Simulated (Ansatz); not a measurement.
In doubt: masses and optical values from hybrid runs of this build are listed as unsure (in some of the runs), which bears on the screening that GW takes from such a start.

Two G0W0 runs on LiGeN (P6_3mc).

```
Li Ge N
1.0
     3.01241    0.00000    0.00000
    -1.50620    2.60882    0.00000
     0.00000    0.00000    9.41946
Li Ge N
2 2 2
Direct
  0.66667 0.33333 0.74339
  0.33333 0.66667 0.24339
  0.00000 0.00000 0.49802
  0.00000 0.00000 0.99802
  0.33333 0.66667 0.60322
  0.66667 0.33333 0.10322
```

The cell and positions are those that the Materials Project relaxed with its own functionals (PBE, PBE+U or r2SCAN), kept fixed.

The first (Ansatz 0.2.0; start PBE, 6×6×2 mesh, 586 empty bands, screening to 230 eV, PAW set soft_1 files; 1 × NVIDIA H100 80GB HBM3 (shared by 6 runs) with 3 threads of AMD EPYC 7R13 (Zen 3), shared host) gave, on its mesh: starting gap 1.47 eV, G0W0 gap 2.19 eV, RPA ε∞ (mean) 7.60, 34 s.

The second gave: starting gap 2.23 eV, G0W0 gap 2.58 eV, RPA ε∞ (mean) 5.96, 68 s.

Question: What was changed in the input? Choose among start, files, mesh, bands and cutoff, frequency model or another key.

Changed: start from PBE to HSE06. A jump of this size in the start, with ε∞ moving the other way, marks another functional. Other changes could give like numbers; this is the one that was made.

Limits: not at the basis limit; no spin-orbit coupling.

[Paths, hosts, dates, memory and timing lines, banners, echoed tables and standing remarks are left out of the program output.]

[Logs are printed without paths, hosts, clocks, repeated set-up lines and the standing remarks that a program may print on its own settings, such as how far it seeks lower states.]

[Runs of the session that timed out or met a known fault of the program may be left out.]

[Cells called generated may have been cut or substituted from an entry of the Crystallography Open Database or the Materials Project.]

[Hosts, paths, dates, database ids (printed as entryN), source tags and the programs' standing remarks are cut or masked in the printed files.]
